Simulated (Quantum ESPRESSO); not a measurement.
# Magnetic state of Ni3Pt from several starts, part 2 of 2

A self-consistent run ends on one state, which hangs on the start. Several orders of Ni3Pt are started in Quantum ESPRESSO and their energies compared.

Quantum ESPRESSO 7.5; LDA; plane waves with GBRV 1.5 LDA potentials, no spin-orbit coupling.

So far, absolute magnetization (μB): step 2 (run 1, typed as ferro +++) 2.33.

## (3) Run 2 (ferri ++−)

Contents of pw.in:

```
&CONTROL
  calculation = 'scf'
  prefix = 'pwscf'
  outdir = './tmp'
  pseudo_dir = './pseudo'
  disk_io = 'nowf'
/
&SYSTEM
  ibrav = 0
  celldm(1) = 8
  nat = 4
  ntyp = 3
  ecutwfc = 40
  ecutrho = 280
  nbnd = 45
  occupations = 'smearing'
  smearing = 'fd'
  degauss = 0.00734986
  nspin = 2
  starting_magnetization(1) = 0.0556
  starting_magnetization(2) = -0.0556
  starting_magnetization(3) = 0
/
&ELECTRONS
  conv_thr = 8d-09
  electron_maxstep = 150
  mixing_beta = 0.3
/
ATOMIC_SPECIES
Ni1    58.6934 ni_lda_v1.4.uspp.F.UPF
Ni2    58.6934 ni_lda_v1.4.uspp.F.UPF
Pt    195.0840 pt_lda_v1.4.uspp.F.UPF
CELL_PARAMETERS alat
   0.8561798191892    0.0000000000000    0.0000000000000
   0.0000000000000    0.8561798191892    0.0000000000000
   0.0000000000000    0.0000000000000    0.8561798191892
ATOMIC_POSITIONS crystal
Ni1     0.5000000000    0.0000000000    0.5000000000
Ni1     0.0000000000    0.5000000000    0.5000000000
Ni2     0.5000000000    0.5000000000    0.0000000000
Pt      0.0000000000    0.0000000000    0.0000000000
K_POINTS automatic
8 8 8 0 0 0
```

Command:

```console
$ OMP_NUM_THREADS=1 mpirun -n 4 pw.x -nk 4 -in pw.in > pw.out
```

Log:

```text
[banner, memory and clock lines left out]
Program PWSCF v.7.5 starts

     Message from routine setup:
     using ibrav=0 with symmetry is DISCOURAGED, use correct ibrav instead

     bravais-lattice index     =            0
     lattice parameter (alat)  =       8.0000  a.u.
     unit-cell volume          =     321.3401 (a.u.)^3
     number of atoms/cell      =            4
     number of atomic types    =            3
     number of electrons       =        70.00
     number of Kohn-Sham states=           45
     kinetic-energy cutoff     =      40.0000  Ry
     charge density cutoff     =     280.0000  Ry
     scf convergence threshold =      8.0E-09
     mixing beta               =       0.3000
     number of iterations used =            8  plain     mixing
     Exchange-correlation=  SLA  PZ   NOGX NOGC
                           (   1   1   0   0   0   0   0)

     celldm(1)=   8.000000  celldm(2)=   0.000000  celldm(3)=   0.000000
     celldm(4)=   0.000000  celldm(5)=   0.000000  celldm(6)=   0.000000

     crystal axes: (cart. coord. in units of alat)
               a(1) = (   0.856180   0.000000   0.000000 )
               a(2) = (   0.000000   0.856180   0.000000 )
               a(3) = (   0.000000   0.000000   0.856180 )

     reciprocal axes: (cart. coord. in units 2 pi/alat)
               b(1) = (  1.167979  0.000000  0.000000 )
               b(2) = (  0.000000  1.167979  0.000000 )
               b(3) = (  0.000000  0.000000  1.167979 )

     PseudoPot. # 1 for Ni read from file:
     ni_lda_v1.4.uspp.F.UPF
     Pseudo is Ultrasoft + core correction, Zval = 18.0

     PseudoPot. # 2 for Ni read from file:
     ni_lda_v1.4.uspp.F.UPF
     Pseudo is Ultrasoft + core correction, Zval = 18.0

     PseudoPot. # 3 for Pt read from file:
     pt_lda_v1.4.uspp.F.UPF
     Pseudo is Ultrasoft + core correction, Zval = 16.0

     atomic species   valence    mass     pseudopotential
     Ni1              18.00    58.69340     Ni( 1.00)
     Ni2              18.00    58.69340     Ni( 1.00)
     Pt               16.00   195.08400     Pt( 1.00)

     Starting magnetic structure
     atomic species   magnetization
     Ni1             0.056
     Ni2            -0.056
     Pt              0.000

     16 Sym. Ops., with inversion, found

   Cartesian axes

     site n.     atom                  positions (alat units)
         1        Ni1    tau(   1) = (   0.4280899   0.0000000   0.4280899  )
         2        Ni1    tau(   2) = (   0.0000000   0.4280899   0.4280899  )
         3        Ni2    tau(   3) = (   0.4280899   0.4280899   0.0000000  )
         4        Pt     tau(   4) = (   0.0000000   0.0000000   0.0000000  )

     number of k points=    75  Fermi-Dirac smearing, width (Ry)=  0.0073
                       cart. coord. in units 2pi/alat
        k(    1) = (   0.0000000   0.0000000   0.0000000), wk =   0.0019531
        k(    2) = (   0.0000000   0.0000000   0.1459974), wk =   0.0039062
        k(    3) = (   0.0000000   0.0000000   0.2919947), wk =   0.0039062
        k(    4) = (   0.0000000   0.0000000   0.4379921), wk =   0.0039062
        k(    5) = (   0.0000000   0.0000000  -0.5839895), wk =   0.0019531
        [... 70 further k-points ...]

     Dense  grid:    25413 G-vectors     FFT dimensions: (  40,  40,  40)

     Smooth grid:    11067 G-vectors     FFT dimensions: (  27,  27,  27)

     Check: negative core charge=   -0.000013
     Generating pointlists ...
     new r_m :   0.2497 (alat units)  1.9979 (a.u.) for type    1
     new r_m :   0.2497 (alat units)  1.9979 (a.u.) for type    2
     new r_m :   0.2497 (alat units)  1.9979 (a.u.) for type    3

     Initial potential from superposition of free atoms

     starting charge      63.5000, renormalised to      70.0000

     negative rho (up, down):  9.728E-02 9.728E-02
     Starting wfcs are   51 randomized atomic wfcs

     Self-consistent Calculation

     iteration #  1     ecut=    40.00 Ry     beta= 0.30
     Davidson diagonalization with overlap
     ethr =  1.00E-02,  avg # of iterations =  3.6

     negative rho (up, down):  9.135E-02 9.129E-02

     total energy              =   -1218.90004011 Ry
     estimated scf accuracy    <      87.40616279 Ry

     total magnetization       =     0.32 Bohr mag/cell
     absolute magnetization    =     0.91 Bohr mag/cell

     iteration #  2     ecut=    40.00 Ry     beta= 0.30
     Davidson diagonalization with overlap
     ethr =  1.00E-02,  avg # of iterations =  3.1

     negative rho (up, down):  8.620E-02 8.615E-02

     total energy              =   -1235.31940323 Ry
     estimated scf accuracy    <      41.39021306 Ry

     total magnetization       =     0.04 Bohr mag/cell
     absolute magnetization    =     0.16 Bohr mag/cell

     [... further iterations left out ...]

     iteration # 20     ecut=    40.00 Ry     beta= 0.30
     Davidson diagonalization with overlap
     ethr =  3.40E-09,  avg # of iterations =  2.0

     negative rho (up, down):  8.400E-02 8.160E-02

     total energy              =   -1240.41613945 Ry
     estimated scf accuracy    <       0.00000003 Ry

     total magnetization       =     2.14 Bohr mag/cell
     absolute magnetization    =     2.33 Bohr mag/cell

     iteration # 21     ecut=    40.00 Ry     beta= 0.30
     Davidson diagonalization with overlap
     ethr =  4.67E-11,  avg # of iterations =  1.9

     negative rho (up, down):  8.400E-02 8.160E-02

     Magnetic moment per site  (integrated on atomic sphere of radius R)
     atom   1 (R=0.250)  charge= 16.8655  magn=  0.6443
     atom   2 (R=0.250)  charge= 16.8655  magn=  0.6443
     atom   3 (R=0.250)  charge= 16.8656  magn=  0.6442
     atom   4 (R=0.250)  charge= 13.4001  magn=  0.2878

     End of self-consistent calculation

     Number of k-points >= 100: set verbosity='high' to print the bands.

     the Fermi energy is    18.9903 ev

!    total energy              =   -1240.41613946 Ry
     estimated scf accuracy    <          6.4E-09 Ry
     smearing contrib. (-TS)   =      -0.01602655 Ry
     internal energy E=F+TS    =   -1240.40011292 Ry

     The total energy is F=E-TS. E is the sum of the following terms:
     one-electron contribution =    -614.15019215 Ry
     hartree contribution      =     356.69501794 Ry
     xc contribution           =    -161.96956609 Ry
     ewald contribution        =    -820.97537261 Ry

     total magnetization       =     2.15 Bohr mag/cell
     absolute magnetization    =     2.33 Bohr mag/cell

     convergence has been achieved in  21 iterations
```

Run time: 65 s. Hardware: 4 MPI ranks of Arm Neoverse V2, shared host; peak memory 0.48 GiB; 4.3 min of CPU time.

Spin moment in the atom's sphere by atom:

| atom | spin moment in the atom's sphere (μB) |
| --- | --- |
| Ni1 | 0.644 |
| Ni2 | 0.644 |
| Ni3 | 0.644 |
| Pt4 | 0.288 |

This step gave:

* smearing term TS: 0.2181 eV
* magnetization: 2.145 μB
* absolute magnetization: 2.333 μB
* final state: ferromagnetic

The typed signs were not kept.

Spin density in the ac plane at fractional y = 0.000, with atoms of Ni and Pt within 0.2 Å of it.

Values in e/Å³, 14 rows by 14 columns, each cell a mean:
```
 0.0  0.1  0.1  0.0  0.0  0.0  0.0  0.0  0.0  0.0  0.0  0.1  0.1  0.1
 0.1  0.1  0.1  0.0  0.0  0.0  0.0  0.0  0.0  0.0  0.0  0.0  0.1  0.1
 0.1  0.1  0.0  0.0  0.0  0.0  0.0  0.0  0.0  0.0  0.0  0.0  0.0  0.1
 0.0  0.0  0.0  0.0  0.0  0.0  0.0  0.0  0.0  0.0  0.0  0.0  0.0  0.0
 0.0  0.0  0.0  0.0  0.0  0.1  0.2  0.2  0.1  0.1  0.0  0.0  0.0  0.0
 0.0  0.0  0.0  0.0  0.0  0.3  0.8  1.1  0.7  0.1  0.0  0.0  0.0  0.0
 0.0  0.0  0.0  0.0  0.0  0.3  1.4  2.0  1.1  0.2  0.0  0.0  0.0  0.0
 0.0  0.0  0.0  0.0  0.0  0.3  1.1  1.4  0.8  0.2  0.0  0.0  0.0  0.0
 0.0  0.0  0.0  0.0  0.0  0.1  0.3  0.3  0.3  0.1  0.0  0.0  0.0  0.0
 0.0  0.0  0.0  0.0  0.0  0.0  0.0  0.0  0.0  0.0  0.0  0.0  0.0  0.0
 0.0  0.0  0.0  0.0  0.0  0.0  0.0  0.0  0.0  0.0  0.0  0.0  0.0  0.0
 0.1  0.1  0.1  0.0  0.0  0.0  0.0  0.0  0.0  0.0  0.0  0.0  0.1  0.1
 0.0  0.1  0.1  0.0  0.0  0.0  0.0  0.0  0.0  0.0  0.0  0.1  0.1  0.1
-0.1  0.0  0.1  0.0  0.0  0.0  0.0  0.0  0.0  0.0  0.0  0.1  0.1  0.0
```
Columns run along a (3.6 Å), rows up along c (3.6 Å). Atoms in or near the plane, at fractional coordinates: Ni at (0.50, 0.50), Pt at (0.00, 0.00).

Valence density in the ac plane at fractional y = 0.000, with atoms of Ni and Pt within 0.2 Å of it. It is the smooth field of the valence electrons, not physical close to the nuclei.

Ten steps, logarithmic in the rise over the least value, from '_' (-6 e/Å³) to '@' (38 e/Å³), each cell a mean:
```
**####****++++++++******####
####******++++++++********##
****************************
****************************
**************##************
++++++****##%%@@%%******++++
++++++****%%@@@@@@##****++++
++++++****##@@@@%%******++++
++++++******##%%##******++++
****************************
****************************
####******++++++++********##
**####****++++++++******####
__**##****++++++++******##**
```
Columns run along a (3.6 Å), rows up along c (3.6 Å). Atoms in or near the plane, at fractional coordinates: Ni at (0.50, 0.50), Pt at (0.00, 0.00).

## (4) Run 3, typed as no spin polarisation

Contents of pw.in:

```
&CONTROL
  calculation = 'scf'
  prefix = 'pwscf'
  outdir = './tmp'
  pseudo_dir = './pseudo'
  disk_io = 'nowf'
/
&SYSTEM
  ibrav = 0
  celldm(1) = 8
  nat = 4
  ntyp = 2
  ecutwfc = 40
  ecutrho = 280
  nbnd = 45
  occupations = 'smearing'
  smearing = 'fd'
  degauss = 0.00734986
/
&ELECTRONS
  conv_thr = 8d-09
  electron_maxstep = 150
  mixing_beta = 0.3
/
ATOMIC_SPECIES
Ni     58.6934 ni_lda_v1.4.uspp.F.UPF
Pt    195.0840 pt_lda_v1.4.uspp.F.UPF
CELL_PARAMETERS alat
   0.8561798191892    0.0000000000000    0.0000000000000
   0.0000000000000    0.8561798191892    0.0000000000000
   0.0000000000000    0.0000000000000    0.8561798191892
ATOMIC_POSITIONS crystal
Ni      0.5000000000    0.0000000000    0.5000000000
Ni      0.0000000000    0.5000000000    0.5000000000
Ni      0.5000000000    0.5000000000    0.0000000000
Pt      0.0000000000    0.0000000000    0.0000000000
K_POINTS automatic
8 8 8 0 0 0
```

Log:

```text
     [... lines left out ...]
Program PWSCF v.7.5 starts
     [... lines left out ...]
     number of atoms/cell      =            4
     [... lines left out ...]
     number of electrons       =        70.00
     number of Kohn-Sham states=           45
     kinetic-energy cutoff     =      40.0000  Ry
     charge density cutoff     =     280.0000  Ry
     scf convergence threshold =      8.0E-09
     [... lines left out ...]
     48 Sym. Ops., with inversion, found
     [... lines left out ...]
     number of k points=    35  Fermi-Dirac smearing, width (Ry)=  0.0073
     [... lines left out ...]
     iteration # 13     ecut=    40.00 Ry     beta= 0.30
     [... lines left out ...]
     the Fermi energy is    18.9066 ev
!    total energy              =   -1240.41185788 Ry
     estimated scf accuracy    <          3.6E-09 Ry
     smearing contrib. (-TS)   =      -0.02195143 Ry
     [... lines left out ...]
     convergence has been achieved in  13 iterations
```

Elapsed: 11 s, on 4 MPI ranks; peak memory 0.33 GiB; 45 s of CPU time.

Numbers from this step:

```
smearing term TS : 0.2987 eV
final state      : non-magnetic (no spin polarisation)
```

## (5) Energies of the orders

An order is kept where moments of 0.15 μB or more survive with the typed signs; meshes match where a doubled cell samples the same k points as the first cell.

Orders:

| start | final state | typed order kept | energy over the lowest (meV a seeded atom) | largest site moment (μB) | net moment (μB a cell of the first run) | mesh matched | CPU time (s) |
| --- | --- | --- | --- | --- | --- | --- | --- |
| ferro +++ | ferromagnetic | yes | 0 | 0.6444 | 2.145 | yes | 89.28 |
| ferri ++- | ferromagnetic | no | 0 | 0.6443 | 2.145 | yes | 259.2 |
| no spin polarisation | non-magnetic | - | 19.42 | 0 | 0 | yes | 45.03 |

## (6) Outcome

```yaml
lowest_state_found: ferromagnetic (from ferro +++ and ferri ++-)
largest_site_moment: 0.644 μB
state_without_moments: 19.4 meV a seeded atom higher
```

In words: At this level spin polarisation gains little. 1 start left the typed signs, so such an energy belongs to the state reached, not the one typed. Only these 3 starts were compared; other wavevectors, canted and longer-period orders were not. Energies are free energies at an electronic temperature of 1160 K, which lowers moments and differences where the moments are itinerant.

[Logs and program files are shortened in this print: banners, set-up blocks, solver, clock and traceback lines can be left out without a mark of their own.]

[Logs are printed without paths, hosts, clocks, repeated set-up lines and the standing remarks that a program may print on its own settings, such as how far it seeks lower states.]

[Hosts, paths, dates, database ids (printed as entryN), source tags and the programs' standing remarks are cut or masked in the printed files.]

[Where a cell is said to come from a database of computed structures, the database is the Materials Project.]
